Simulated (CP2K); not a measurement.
Consider 2-methoxyoxazole at its PBE geometry (Å).

```xyz
12

C     2.2214    0.3519   -0.1993
O     1.2286    0.2349    0.8512
C    -0.0090    0.0068    0.4014
N    -0.4393   -0.1077   -0.8242
C    -1.8154   -0.3159   -0.6623
C    -2.1314   -0.3207    0.6571
O    -0.9539   -0.1120    1.3770
H     2.2451   -0.5639   -0.8031
H     3.1705    0.5037    0.3229
H     1.9876    1.2075   -0.8463
H    -2.4714   -0.4411   -1.5167
H    -3.0328   -0.4436    1.2424
```

Method: CP2K XAS_TDP, all-electron GAPW, PBEh(45%), aug-cc-pVDZ, TDA, GW2X-corrected core level, no relativity.

Q: Where do the C K-edge lines lie, and how strong are they?

Leading lines: C1 291.55 eV, C3 290.56 eV, C5 288.34 eV and C6 288.87 eV. The leading line of an atom is its first one with 35 % of the strongest within 2.5 eV of its lowest line over the strength cut. Core ionisation energies at this level: C3 295.76, C5 292.76, C1 294.37 and C6 293.43 eV.

The first six lines of each atom with a strength over 0.0015:

```csv
atom,energy (eV),states,"strength, one atom",above the computed threshold
C1 (bonded to O and 3 H),291.55,1,0.0464,
,292.98,1,0.0200,
,292.99,1,0.0247,
,293.46,1,0.0041,
,293.88,1,0.0023,
,294.32,1,0.0039,
C3 (bonded to N and 2 O),290.56,1,0.0711,
,293.91,1,0.0041,
,294.53,1,0.0020,
,294.70,1,0.0035,
,295.25,1,0.0025,
,296.00,1,0.0349,yes
"C5 (bonded to C, N and H)",288.34,1,0.0519,
,290.96,1,0.0102,
,291.53,1,0.0036,
,291.63,1,0.0026,
,291.96,1,0.0020,
,292.24,1,0.0016,
"C6 (bonded to C, O and H)",288.87,1,0.0505,
,291.42,1,0.0244,
,291.78,1,0.0138,
,292.56,1,0.0034,
,292.74,1,0.0025,
,292.87,1,0.0025,
```

Lines are vertical, at one geometry, with no vibrational structure. GW2X ionisation energies and lines can be off by 1 to 2 eV either way, and a good line position may hide errors that cancel. These values hold no scalar relativity, about 0.1 eV for C 1s. Rydberg lines, and the discretised continuum above threshold, depend on the basis and the box.

[Banner, clock and machine lines of the logs are left out without a mark of their own.]

[Logs are printed without paths, hosts, clocks, repeated set-up lines and the standing remarks that a program may print on its own settings, such as how far it seeks lower states.]

[Hosts, paths, dates, database ids (printed as entryN), source tags and the programs' standing remarks are cut or masked in the printed files.]
